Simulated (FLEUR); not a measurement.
# Cr (Chromium): parallel and opposed starts, part 2 of 2

Aim: find out whether Cr (Chromium) carries moments, and which collinear order costs least.

FLEUR MaX-R8.1; PBEsol; all-electron FLAPW, Dirac cores, scalar-relativistic bands.

So far. Step 2 (Order 1, typed as ferro +): After 24 cycles the seed has died away: no moment is left. Step 3 (Order 2, typed as antiferro q=(0,0,1/2) +-): It ends in the same state without moments as the first start; the 1.2e-5 meV a seeded atom between them is numerical noise.

**4. Run 3 (antiferro q=(1/2,1/2,1/2) +-)**

Reversing part of the moments tests the sign of the couplings between them.

The cell is doubled to 2 atoms to hold this order. The mesh is halved along the doubled vector, so that both cells sample the same points. The k list default-1 (kpts.xml, not shown) is a Γ-centred 7×14×14 mesh.

inp.xml

```
<?xml version="1.0" encoding="UTF-8" standalone="no"?>
<fleurInput fleurInputVersion="0.39">
   <comment>
      Cr
   </comment>
   <calculationSetup>
      <cutoffs Kmax="3.6" Gmax="10.8" GmaxXC="10.8" numbands="0"/>
      <scfLoop itmax="90" minDistance="0.00002" maxIterBroyd="15" imix="Anderson" alpha="0.05" precondParam="0.0" spinf="2.0" sdNocoIR="T"/>
      <coreElectrons ctail="T" frcor="F" kcrel="0" coretail_lmax="0"/>
      <xcFunctional name="PBEs" relativisticCorrections="F"/>
      <magnetism jspins="2"/>
      <soc l_soc="F" theta="0.0" phi="0.0" spav="F"/>
      <expertModes spex="0" secvar="F"/>
      <geometryOptimization l_f="F" forcealpha="1.0" forcemix="BFGS" epsdisp="0.00001" epsforce="0.00001"/>
      <ldaU l_linMix="F" mixParam="0.05" spinf="1.0"/>
   </calculationSetup>
   <cell>
      <bzIntegration valenceElectrons="28.0" mode="hist" fermiSmearingEnergy="0.00183747">
         <kPointListSelection listName="default-1"/>
         <xi:include xmlns:xi="http://www.w3.org/2001/XInclude" href="kpts.xml"> </xi:include>
      </bzIntegration>
      <xi:include xmlns:xi="http://www.w3.org/2001/XInclude" href="sym.xml"> </xi:include>
      <bulkLattice scale="1.0">
         <bravaisMatrix>
            <row-1>   -5.4497811707339396     5.4497811707339396     5.4497811707339396</row-1>
            <row-2>    0.0000000000000000     0.0000000000000000     5.4497811707339396</row-2>
            <row-3>    0.0000000000000000     5.4497811707339396     0.0000000000000000</row-3>
         </bravaisMatrix>
      </bulkLattice>
   </cell>
   <atomSpecies>
      <species name="Chromium (2.500" element="Cr" atomicNumber="24">
         <mtSphere radius="2.3" gridPoints="761" logIncrement="0.016"/>
         <atomicCutoffs lmax="8" lnonsphr="6"/>
         <electronConfig flipSpins="F">
            <coreConfig>(1s1/2) (2s1/2) (2p1/2) (2p3/2)</coreConfig>
            <valenceConfig>(3s1/2) (3p1/2) (3p3/2) (4s1/2) (3d3/2) (3d5/2)</valenceConfig>
            <stateOccupation state="(4s1/2)" spinUp="0.5" spinDown="0.5"/>
            <stateOccupation state="(3d3/2)" spinUp="1.0" spinDown="1.0"/>
            <stateOccupation state="(3d5/2)" spinUp="2.75" spinDown="0.25"/>
         </electronConfig>
         <energyParameters s="4" p="4" d="3" f="4"/>
         <lo type="SCLO" l="0" n="3" eDeriv="0"/>
         <lo type="SCLO" l="1" n="3" eDeriv="0"/>
      </species>
      <species name="Chromium (-2.500" element="Cr" atomicNumber="24">
         <mtSphere radius="2.3" gridPoints="761" logIncrement="0.016"/>
         <atomicCutoffs lmax="8" lnonsphr="6"/>
         <electronConfig flipSpins="F">
            <coreConfig>(1s1/2) (2s1/2) (2p1/2) (2p3/2)</coreConfig>
            <valenceConfig>(3s1/2) (3p1/2) (3p3/2) (4s1/2) (3d3/2) (3d5/2)</valenceConfig>
            <stateOccupation state="(4s1/2)" spinUp="0.5" spinDown="0.5"/>
            <stateOccupation state="(3d3/2)" spinUp="1.0" spinDown="1.0"/>
            <stateOccupation state="(3d5/2)" spinUp="0.25" spinDown="2.75"/>
         </electronConfig>
         <energyParameters s="4" p="4" d="3" f="4"/>
         <lo type="SCLO" l="0" n="3" eDeriv="0"/>
         <lo type="SCLO" l="1" n="3" eDeriv="0"/>
      </species>
   </atomSpecies>
   <atomGroups>
      <atomGroup species="Chromium (2.500">
         <relPos label="                   1">.0000000000 .0000000000 .0000000000</relPos>
         <force calculate="T" relaxXYZ="TTT"/>
      </atomGroup>
      <atomGroup species="Chromium (-2.500">
         <relPos label="                   2">1.000/2.000 .0000000000 .0000000000</relPos>
         <force calculate="T" relaxXYZ="TTT"/>
      </atomGroup>
   </atomGroups>
   <output dos="F" band="F" slice="F">
      <bandDOS minEnergy="-.5*Htr" maxEnergy="0.5*Htr" sigma="0.015" storeEVData="T"/>
      <plotting iplot="0" polar="F">
         <plot TwoD="T" vec1="  1.0  0.0  0.0" vec2="  0.0  1.0  0.0" vec3="  0.0  0.0  1.0" zero="  0.0  0.0  0.0" file="plot"/>
      </plotting>
      <moessbauerParams electricFieldGradient="F" isomerShift="F" coreHyperfine="F" valenceHyperfine="F"/>
   </output>
</fleurInput>
```

crystal.txt

```
Cr
&input film=F cartesian=F /
-2.88390000000  2.88390000000  2.88390000000
0.00000000000  0.00000000000  2.88390000000
0.00000000000  2.88390000000  0.00000000000
1.8897261246
1.0 1.0 1.0

2
24 0.00000000000  0.00000000000  0.00000000000 : 2.500
24 0.50000000000  0.00000000000  0.00000000000 : -2.500

&kpt div1=7 div2=14 div3=14 gamma=T /
```

Command:

```console
$ OMP_NUM_THREADS=1 inpgen -f crystal.txt > inpgen.log  # inp.xml is then edited as shown
$ OMP_NUM_THREADS=1 mpirun -n 4 fleur_MPI > fleur.log
```

What it wrote:

```text
[banner, memory and clock lines left out]
Welcome to FLEUR        (www.flapw.de)
      MaX-Release 8.1          (www.max-centre.eu)

 ========== k-point set info ==========
 Selected k-point list: default-1
 k-point list type: mesh
 7 x 14 x 14
 Number of k points: 144

 [... set-up left out ...]
 Iteration:     1   Distance:      39.02354822 me/bohr^3
 Iteration:     2   Distance:      34.01778971 me/bohr^3
 Iteration:     3   Distance:      13.09800681 me/bohr^3
 Iteration:     4   Distance:      19.99731011 me/bohr^3
 Iteration:     5   Distance:       6.49407021 me/bohr^3
[...]
<sumOfEigenvalues value="    -1217.6554858422">
               <coreElectrons value="-1198.7802834618"/>
               <valenceElectrons value="-18.8752023804"/>
            </sumOfEigenvalues>
         [... left out ...]
            <freeEnergy value="-2099.6787888666"/>
            <extrapolationTo0K value="-2099.6786925308"/>
         </totalEnergy>
         <densityConvergence units="me/bohr^3">
            <chargeDensity spin="1" distance="0.0000006796"/>
            <chargeDensity spin="2" distance="0.0000006780"/>
            <overallChargeDensity distance="0.0000002280"/>
            <spinDensity distance="0.0000013383"/>
         </densityConvergence>
      </iteration>
```

The job ended after 42 s (4 MPI ranks of Intel Xeon Platinum 8488C (Sapphire Rapids), shared host; peak memory 0.25 GiB).

Spin moment in the muffin-tin sphere by atom:

```tsv
atom	spin moment in the muffin-tin sphere (μB)
Cr1	1.04
Cr2	-1.04
```

This step gave:

```
free energy                                                       : -57135.1705 eV
program's band gap on this mesh (in a metal only a level spacing) : 1.00e-10 eV
magnetization                                                     : 0 μB
final state                                                       : antiferromagnetic
```

It lies 16.1 meV a seeded atom under the first start, and its largest moment is 1.04 μB against 0 μB.

**5. Order 4, typed as no spin polarisation**

A spinless run gives the zero against which the gain from the moments is read.

The k list default-1 (kpts.xml, not shown) is a Γ-centred 14×14×14 mesh.

inp.xml

```
<?xml version="1.0" encoding="UTF-8" standalone="no"?>
<fleurInput fleurInputVersion="0.39">
   <comment>
      Cr
   </comment>
   <calculationSetup>
      <cutoffs Kmax="3.6" Gmax="10.8" GmaxXC="10.8" numbands="0"/>
      <scfLoop itmax="90" minDistance="0.00002" maxIterBroyd="15" imix="Anderson" alpha="0.05" precondParam="0.0" spinf="2.0" sdNocoIR="T"/>
      <coreElectrons ctail="T" frcor="F" kcrel="0" coretail_lmax="0"/>
      <xcFunctional name="PBEs" relativisticCorrections="F"/>
      <magnetism jspins="1"/>
      <soc l_soc="F" theta="0.0" phi="0.0" spav="F"/>
      <expertModes spex="0" secvar="F"/>
      <geometryOptimization l_f="F" forcealpha="1.0" forcemix="BFGS" epsdisp="0.00001" epsforce="0.00001"/>
      <ldaU l_linMix="F" mixParam="0.05" spinf="1.0"/>
   </calculationSetup>
   <cell>
      <bzIntegration valenceElectrons="14.0" mode="hist" fermiSmearingEnergy="0.00183747">
         <kPointListSelection listName="default-1"/>
         <xi:include xmlns:xi="http://www.w3.org/2001/XInclude" href="kpts.xml"> </xi:include>
      </bzIntegration>
      <xi:include xmlns:xi="http://www.w3.org/2001/XInclude" href="sym.xml"> </xi:include>
      <bulkLattice scale="1.0">
         <bravaisMatrix>
            <row-1>   -2.7248905853669698     2.7248905853669698     2.7248905853669698</row-1>
            <row-2>    2.7248905853669698    -2.7248905853669698     2.7248905853669698</row-2>
            <row-3>    2.7248905853669698     2.7248905853669698    -2.7248905853669698</row-3>
         </bravaisMatrix>
      </bulkLattice>
   </cell>
   <atomSpecies>
      <species name="Chromium (Cr)" element="Cr" atomicNumber="24">
         <mtSphere radius="2.3" gridPoints="761" logIncrement="0.016"/>
         <atomicCutoffs lmax="8" lnonsphr="6"/>
         <electronConfig flipSpins="F">
            <coreConfig>(1s1/2) (2s1/2) (2p1/2) (2p3/2)</coreConfig>
            <valenceConfig>(3s1/2) (3p1/2) (3p3/2) (4s1/2) (3d3/2) (3d5/2)</valenceConfig>
            <stateOccupation state="(4s1/2)" spinUp="0.500000" spinDown="0.500000"/>
            <stateOccupation state="(3d3/2)" spinUp="1.000000" spinDown="1.000000"/>
            <stateOccupation state="(3d5/2)" spinUp="1.500000" spinDown="1.500000"/>
         </electronConfig>
         <energyParameters s="4" p="4" d="3" f="4"/>
         <lo type="SCLO" l="0" n="3" eDeriv="0"/>
         <lo type="SCLO" l="1" n="3" eDeriv="0"/>
      </species>
   </atomSpecies>
   <atomGroups>
      <atomGroup species="Chromium (Cr)">
         <relPos label="                   1">.0000000000 .0000000000 .0000000000</relPos>
         <force calculate="T" relaxXYZ="TTT"/>
      </atomGroup>
   </atomGroups>
   <output dos="F" band="F" slice="F">
      <bandDOS minEnergy="-.5*Htr" maxEnergy="0.5*Htr" sigma="0.015" storeEVData="T"/>
      <plotting iplot="0" polar="F">
         <plot TwoD="T" vec1="  1.0  0.0  0.0" vec2="  0.0  1.0  0.0" vec3="  0.0  0.0  1.0" zero="  0.0  0.0  0.0" file="plot"/>
      </plotting>
      <moessbauerParams electricFieldGradient="F" isomerShift="F" coreHyperfine="F" valenceHyperfine="F"/>
   </output>
</fleurInput>
```

crystal.txt

```
Cr
&input film=F cartesian=F /
-1.44195000000  1.44195000000  1.44195000000
1.44195000000  -1.44195000000  1.44195000000
1.44195000000  1.44195000000  -1.44195000000
1.8897261246
1.0 1.0 1.0

1
24 0.00000000000  0.00000000000  0.00000000000

&kpt div1=14 div2=14 div3=14 gamma=T /
```

What it wrote:

```text
[banner, memory and clock lines left out]
Welcome to FLEUR        (www.flapw.de)
      MaX-Release 8.1          (www.max-centre.eu)

 ========== k-point set info ==========
 Selected k-point list: default-1
 k-point list type: mesh
 14 x 14 x 14
 Number of k points: 104

 [... set-up left out ...]
 Iteration:     1   Distance:      39.04974654 me/bohr^3
 Iteration:     2   Distance:      34.01588688 me/bohr^3
 Iteration:     3   Distance:      12.60024768 me/bohr^3
 Iteration:     4   Distance:      23.87015100 me/bohr^3
 Iteration:     5   Distance:       6.48934566 me/bohr^3
[...]
<FermiEnergy value="0.4160429093" units="Htr"/>
         [... left out ...]
         <totalEnergy value="    -1049.8384768883" units="Htr">
            <sumOfEigenvalues value="     -608.9130198373">
               <coreElectrons value="-599.4446756770"/>
               <valenceElectrons value="-9.4683441603"/>
            </sumOfEigenvalues>
         [... left out ...]
            <freeEnergy value="-1049.8388035468"/>
            <extrapolationTo0K value="-1049.8386402175"/>
         </totalEnergy>
         <densityConvergence units="me/bohr^3">
            <chargeDensity spin="1" distance="0.0000090527"/>
         </densityConvergence>
      </iteration>
```

Wall time 5.3 s (4 MPI ranks); peak memory 0.19 GiB.

Read from the output:

* free energy: -28567.5692 eV
* program's band gap on this mesh (in a metal only a level spacing): 0.005435 eV
* final state: non-magnetic (no spin polarisation)

It ends in the same state without moments as the first start; the 1.3e-4 meV a seeded atom between them is numerical noise.

**6. Ranking**

Free energies are divided by the number of seeded atoms, so that cells of unlike size compare. Wavevectors q in the names are fractions of the primitive cell's reciprocal vectors.

Orders:

```tsv
start	final state	typed order kept	energy over the lowest (meV a seeded atom)	largest sphere moment (μB)	net moment (μB a primitive cell)	mesh matched	CPU time (s)
ferro +	non-magnetic	no	16.08	0	0	yes	56.82
antiferro q=(0,0,1/2) +-	non-magnetic	no	16.08	0	0	yes	297.2
antiferro q=(1/2,1/2,1/2) +-	antiferromagnetic	yes	0	1.043	0	yes	166.8
no spin polarisation	non-magnetic	-	16.08	0	0	yes	20.32
```

**7. Outcome**

```
lowest state found                 : antiferromagnetic (typed antiferro q=(1/2,1/2,1/2) +-)
largest site spin moment           : 1.04 μB
next finished state                : non-magnetic, 16.1 meV a seeded atom higher
energy gained by spin polarisation : 16.1 meV a seeded atom
```

In words: The lowest state found is antiferromagnetic, reached from the start antiferro q=(1/2,1/2,1/2) +-, with moments up to 1.04 μB. Spin polarisation gains little, as in a weak itinerant magnet. 2 starts left the typed pattern (a sign turned, or a seeded moment died or shrank under 0.15 μB), so such an energy belongs to the state reached, not the one typed. This is the lowest of 4 finished starts, no proof of the ground state.

[Logs and program files are shortened in this print: banners, set-up blocks, solver, clock and traceback lines can be left out without a mark of their own.]

[Logs are printed without paths, hosts, clocks, repeated set-up lines and the standing remarks that a program may print on its own settings, such as how far it seeks lower states.]

[Hosts, paths, dates, database ids (printed as entryN), source tags and the programs' standing remarks are cut or masked in the printed files.]

[Where a cell is said to come from a database of computed structures, the database is the Materials Project.]
